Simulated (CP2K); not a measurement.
The F K edge of 2-fluorocarbonylfuran was computed by TDDFT (CP2K XAS_TDP, aug-cc-pVDZ, TDA) at these levels: PBE, PBEh(45%) and PBEh(45%) + GW2X. The first three lines of F3 (bonded to C) with a strength over 0.0015, energy in eV and strength:

| run | first | second | third |
| --- | --- | --- | --- |
| 1 | 687.75 (0.008) | 689.95 (0.026) | 691.02 (0.011) |
| 2 | 658.47 (0.003) | 662.06 (0.002) | 662.29 (0.002) |
| 3 | 681.76 (0.008) | 683.96 (0.026) | 685.04 (0.011) |

Question: Which run is which?

Run 1: PBEh(45%) + GW2X (45 % exact exchange). Run 2: PBE (0 % exact exchange). Run 3: PBEh(45%) (45 % exact exchange). Self-interaction lifts the core level, so the uncorrected lines rise with the share of exact exchange. The GW2X run keeps the spacings of its parent: 2.20 eV between the first two lines in run 1, 2.20 eV in run 3. Its shift is +5.99 eV, since the Kohn–Sham level at this share of exchange lies that far above the quasiparticle level.

[Hosts, paths, dates, database ids (printed as entryN), source tags and the programs' standing remarks are cut or masked in the printed files.]
